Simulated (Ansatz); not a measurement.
# Ge wire along [111], 14 atoms a period, H-terminated: bands by functional and under strain, part 2 of 3

Wanted: the relaxed geometry and the bands of the Ge wire along [111], 14 atoms a period, H-terminated.

Ansatz 0.2.0; DFT PBE, plane waves, PAW; relaxation of a wire's period; PAW set soft_1 (the session's first sound run).

So far. Step 2 (The relaxed wire): The cell's length comes to 9.957 Å with spin left out.

### Step 3. The wire at its relaxed period

This step: DFT PBE, plane waves, PAW; bands of a perfect wire; PAW set soft_1 (Ansatz 0.2.0).

At the relaxed period the bands are computed along the axis; those that cross an energy going forward count the channels that a perfect wire would open there.

Input file input.yaml:

```yaml
crystal:
  lattice:
    - [13.42, 0.0, 0.0]
    - [0.0, 14.445, 0.0]
    - [0.0, 0.0, 9.9572076882]
  atoms:
    - { symbol: Ge, position: [0.500015067, 0.499984444, 0.000476299] }
    - { symbol: Ge, position: [0.500015067, 0.499986793, 0.249523701] }
    - { symbol: H, position: [0.256605312, 0.46905172, 0.283625269] }
    - { symbol: H, position: [0.349479056, 0.319609697, 0.283617663] }
    - { symbol: H, position: [0.407142312, 0.71129606, 0.283615665] }
    - { symbol: H, position: [0.592887822, 0.71129606, 0.283615665] }
    - { symbol: H, position: [0.650551077, 0.319609697, 0.283617663] }
    - { symbol: H, position: [0.743424822, 0.46905172, 0.283625269] }
    - { symbol: Ge, position: [0.351680724, 0.420420684, 0.336361563] }
    - { symbol: Ge, position: [0.500015067, 0.659119691, 0.3363603] }
    - { symbol: Ge, position: [0.648349409, 0.420420684, 0.336361563] }
    - { symbol: Ge, position: [0.351455239, 0.420296198, 0.582573448] }
    - { symbol: Ge, position: [0.500015067, 0.65937021, 0.582574396] }
    - { symbol: Ge, position: [0.648574895, 0.420296198, 0.582573448] }
    - { symbol: H, position: [0.256901412, 0.630374095, 0.615257943] }
    - { symbol: H, position: [0.500015067, 0.239174017, 0.615251658] }
    - { symbol: H, position: [0.743128721, 0.630374095, 0.615257943] }
    - { symbol: H, position: [0.256901412, 0.369597142, 0.634742057] }
    - { symbol: H, position: [0.500015067, 0.760797219, 0.634748342] }
    - { symbol: H, position: [0.743128721, 0.369597142, 0.634742057] }
    - { symbol: Ge, position: [0.351455239, 0.579675039, 0.667426552] }
    - { symbol: Ge, position: [0.500015067, 0.340601027, 0.667425604] }
    - { symbol: Ge, position: [0.648574895, 0.579675039, 0.667426552] }
    - { symbol: Ge, position: [0.351680724, 0.579550553, 0.913638437] }
    - { symbol: Ge, position: [0.500015067, 0.340851546, 0.9136397] }
    - { symbol: Ge, position: [0.648349409, 0.579550553, 0.913638437] }
    - { symbol: H, position: [0.256605312, 0.530919517, 0.966374731] }
    - { symbol: H, position: [0.349479056, 0.68036154, 0.966382337] }
    - { symbol: H, position: [0.407142312, 0.288675177, 0.966384335] }
    - { symbol: H, position: [0.592887822, 0.288675177, 0.966384335] }
    - { symbol: H, position: [0.650551077, 0.68036154, 0.966382337] }
    - { symbol: H, position: [0.743424822, 0.530919517, 0.966374731] }
kpoints:
  mp_grid: { grid: [1, 1, 9] }
  band_path: { path: ["Γ", Z], npoints: 90 }
scf:
  occupations: { method: fermi_dirac, width: 0.05 }
hamiltonian:
  xc: pbe
  pseudopotentials: { kind: paw, azcp: { folder: soft_1 } }
output:
  dos: { e_range: [-5, 4] }
  write_potential: true
  write_density: true
  volumetric_format: npy
```

Started as:

```bash
$ ansatz run input.yaml --threads 4 --pin off --max-ram 16384MiB --backend cpu --events-out ev --progress --plain --runs-dir out
```

Numbers of over 12 decimals in the logs are rounded to 6 here.

The log of the run:

```text
[...]
Crystal: 32 atoms, lattice volume = 1930.224 Å³
Basis set: ecut = 420 eV, 37697 PW (Γ)
Bands: 139, of which v1, the nominal top of the filled ones, is band 107 counted from 1 (106 counted from 0)
Symmetry: 4 space group operations
[...]
k-points: 5 of 9
[...]
SCF iter   1: F=—  HF=-60416.385941 eV  |F-HF|=—  |Δ(HF+E_count)|=         —  Δρ=3.07e-2  dr2=1.53e1  ethr=3.10e-3  ⟨swp⟩=7.0  Hψ=2941  notcnv=0  defer=14
[...]
SCF iter   9: F=-60411.764641 eV  HF=-60411.764641 eV  |F-HF|=1.07e-7  |Δ(HF+E_count)|=   7.38e-7  Δρ=1.93e-6  dr2=6.23e-8  ethr=4.67e-11  ⟨swp⟩=15.6  Hψ=4344  notcnv=0
SCF 1 converged in 9 iterations: F = -60411.764641 eV  dr2 = 6.23e-8
[...]
NSCF: frozen V_eff on 91 k-points
WARN: The output density's exchange-correlation potential varies sharply where the density is thin. Do not read a vacuum level from v_tot or v_xc, or from such a field of the output density. On a cell that repeats whose density bears no net charge and no dipole along the vacuum's axis use v_es (v_loc + v_h of the components); under efield.dipole_correction with no amplitude use v_es + v_field, which holds any externa [...]
SCF converged after 9 iterations
Free energy (F): -60411.764641 eV
[...]
Internal energy: -60411.764641 eV  (E = F + TS)
E sigma→0 (E₀):  -60411.764641 eV
Fermi energy:    -1.774150 eV
[...]
--- Band table (eV; the first three rows and the last of 5) ---
  k-point 0: bands = [... 103 lower, -4.3001, -4.1028, -4.1024, -3.3067, -0.1025, 0.2331, 0.2357, 0.4779, ... 28 higher]
  k-point 1: bands = [... 103 lower, -4.2457, -4.0781, -4.0779, -3.3535, -0.1219, 0.1801, 0.1838, 0.4916, ... 28 higher]
  k-point 2: bands = [... 103 lower, -4.2357, -4.0179, -4.0177, -3.4917, -0.1595, 0.1219, 0.1264, 0.4883, ... 28 higher]
  k-point 4: bands = [... 103 lower, -4.2659, -3.9982, -3.9326, -3.9324, -0.1799, 0.1192, 0.1245, 0.1622, ... 28 higher]
```

It took 4.6 min on 4 threads of Arm Neoverse V1, shared host; peak memory 12 GiB; 18 min of CPU time.

Numbers from this step:

| Quantity | Value |
| --- | --- |
| band gap | 3.123 eV |

Electronic bands along the path, in eV, zero at the Fermi level; v1 is the highest filled band, c1 the lowest empty one:

| point | v4 | v3 | v2 | v1 | c1 | c2 | c3 | c4 |
| --- | --- | --- | --- | --- | --- | --- | --- | --- |
| Γ | -2.53 | -2.33 | -2.33 | -1.53 | 1.67 | 2.01 | 2.01 | 2.25 |
| halfway | -2.46 | -2.23 | -2.23 | -1.77 | 1.61 | 1.89 | 1.89 | 2.23 |
| Z | -2.39 | -2.38 | -2.15 | -2.15 | 1.60 | 1.90 | 1.90 | 1.92 |

The gap is 3.12 eV, with spin left out.

On this path the gap is indirect, 3.12 eV, with the valence top at Γ and the conduction bottom between Γ and Z. The least direct gap is 3.20 eV.

### Step 4. Levels at the same atoms, cutoff 500 eV, k-mesh 1×1×7

This step: DFT r2SCAN, plane waves, PAW; bands of a perfect wire at the PBE geometry; PAW set soft_1 (Ansatz 0.2.0).

The atoms stay at the PBE geometry and the functional changes. r2SCAN also reads the kinetic-energy density; it often gives larger moments and wider gaps than PBE, at a higher cost. Against the first PBE run of this kind, the cutoff is 500 eV against 420 and the mesh along the wire has 7 points against 9.

input.yaml, as its differences from that of step 3:

```diff
@@ -39,3 +39,3 @@
 kpoints:
-  mp_grid: { grid: [1, 1, 9] }
+  mp_grid: { grid: [1, 1, 7] }
   band_path: { path: ["Γ", Z], npoints: 90 }
@@ -44,8 +44,3 @@
 hamiltonian:
-  xc: pbe
+  xc: r2scan
   pseudopotentials: { kind: paw, azcp: { folder: soft_1 } }
-output:
-  dos: { e_range: [-5, 4] }
-  write_potential: true
-  write_density: true
-  volumetric_format: npy
```

The log of the run:

```text
[...]
Crystal: 32 atoms, lattice volume = 1930.224 Å³
Basis set: ecut = 500 eV, 48957 PW (Γ), exchange–correlation on 400×432×300 points (64 copies of the dense FFT grid, shifted against one another)
Bands: 139, of which v1, the nominal top of the filled ones, is band 107 counted from 1 (106 counted from 0)
Symmetry: 4 space group operations
[...]
k-points: 4 of 7
[...]
SCF iter   1: F=—  HF=-60526.594565 eV  |F-HF|=—  |Δ(HF+E_count)|=         —  Δρ=2.97e-2  dr2=1.42e1  dr2_τ=1.20e-1  ethr=3.10e-3  ⟨swp⟩=7.0  Hψ=2335  notcnv=0  defer=16
[...]
SCF iter   9: F=-60523.856278 eV  HF=-60523.856278 eV  |F-HF|=2.07e-7  |Δ(HF+E_count)|=   1.04e-6  Δρ=1.65e-6  dr2=7.90e-8  dr2_τ=1.45e-9  ethr=4.67e-11  ⟨swp⟩=16.8  Hψ=3545  notcnv=0
SCF 1 converged in 9 iterations: F = -60523.856278 eV  dr2 = 7.90e-8
[...]
WARN: pass on a band path, mesh or list of k-points: the 91 k-points are solved 32 at a time at the most, because the 14.40 GiB of host memory that the pass is priced against does not hold them all with the solver's workspace as planned. The pass can take longer, above all where fewer k-points are solved at a time than the run has threads. As a rule a larger memory budget leaves room for more at once. The budget is what a run with no `--max-ram-frac` typed is planned for, 0.8 of the host's memory or its container's limit. More memory there lifts it, and so does a share over 0.88 that is typed (of such a share the budget is ten elevenths): [rest of the remark cut]
SCF converged after 9 iterations
Free energy (F): -60523.856278 eV
[...]
Internal energy: -60523.856278 eV  (E = F + TS)
E sigma→0 (E₀):  -60523.856278 eV
Fermi energy:    -1.795271 eV
[...]
--- Band table (eV) ---
  k-point 0: bands = [... 103 lower, -4.5548, -4.3520, -4.3518, -3.5085, 0.0887, 0.3779, 0.3795, 0.7235, ... 28 higher]
  k-point 1: bands = [... 103 lower, -4.4985, -4.3083, -4.3081, -3.5902, 0.0521, 0.3205, 0.3228, 0.7701, ... 28 higher]
  k-point 2: bands = [... 103 lower, -4.5055, -4.2252, -4.2251, -3.8270, -0.0082, 0.2828, 0.2857, 0.5959, ... 28 higher]
  k-point 3: bands = [... 103 lower, -4.5222, -4.1898, -4.1742, -4.1741, -0.0338, 0.3001, 0.3032, 0.3900, ... 28 higher]
```

Elapsed: 8 min, on 4 threads; peak memory 11 GiB; 32 min of CPU time.

Numbers from this step:

| Item | Value |
| --- | --- |
| band gap | 3.473 eV |

Electronic bands along the path, in eV, zero at the Fermi level; v1 is the highest filled band, c1 the lowest empty one:

| point | v4 | v3 | v2 | v1 | c1 | c2 | c3 | c4 |
| --- | --- | --- | --- | --- | --- | --- | --- | --- |
| Γ | -2.76 | -2.56 | -2.56 | -1.71 | 1.88 | 2.17 | 2.17 | 2.52 |
| halfway | -2.70 | -2.45 | -2.45 | -1.96 | 1.80 | 2.08 | 2.08 | 2.46 |
| Z | -2.61 | -2.60 | -2.37 | -2.37 | 1.76 | 2.10 | 2.10 | 2.16 |

The gap is 3.47 eV, against 3.12 eV under PBE at the relaxed period.

### Step 5. Levels at the same atoms, level HSE06, cutoff 420 eV

This step: DFT HSE06, plane waves, PAW; levels of a perfect wire at the PBE geometry; PAW set soft_1 (Ansatz 0.2.0).

The atoms stay at the PBE geometry and the functional changes. HSE06 mixes in a quarter of short-range exact exchange, which removes part of the self-interaction that closes gaps; it is dear, so the mesh is thinner and no path is run. Against the first PBE run of this kind, the mesh along the wire has 4 points against 9.

input.yaml, as its differences from that of step 4:

```diff
@@ -39,4 +39,3 @@
 kpoints:
-  mp_grid: { grid: [1, 1, 7] }
-  band_path: { path: ["Γ", Z], npoints: 90 }
+  mp_grid: { grid: [1, 1, 4] }
 scf:
@@ -44,3 +43,3 @@
 hamiltonian:
-  xc: r2scan
+  xc: hse06
   pseudopotentials: { kind: paw, azcp: { folder: soft_1 } }
```

The log of the run:

```text
[...]
Internal energy: -60424.906389 eV  (E = F + TS)
E sigma→0 (E₀):  -60424.906389 eV
Fermi energy:    -1.806683 eV
[...]
--- Band table (eV) ---
  k-point 0: bands = [... 103 lower, -4.8525, -4.6614, -4.6614, -3.7458, 0.3253]
  k-point 1: bands = [... 103 lower, -4.8325, -4.5261, -4.5260, -4.0023, 0.2128]
  k-point 2: bands = [... 103 lower, -4.7021, -4.6693, -4.4420, -4.4420, 0.1592]
  guard bands above this table: 31 of the run's 139 bands. The solve was not asked for them (output.publish_guard_bands: true or output.eigenvalues: true publishes all)
[key lines of the parts left out:]
Free energy (F): -60424.906389 eV
```

The job ended after 9.7 min (4 threads; peak memory 9.6 GiB; 38 min of CPU time).

Numbers from this step:

```
band gap : 3.905 eV
```

The gap is 3.90 eV, against 3.12 eV under PBE at the relaxed period.

(Continued in part 3 of 3.)

[Logs are printed without paths, hosts, clocks, repeated set-up lines and the standing remarks that a program may print on its own settings, such as how far it seeks lower states.]

[Hosts, paths, dates, database ids (printed as entryN), source tags and the programs' standing remarks are cut or masked in the printed files.]
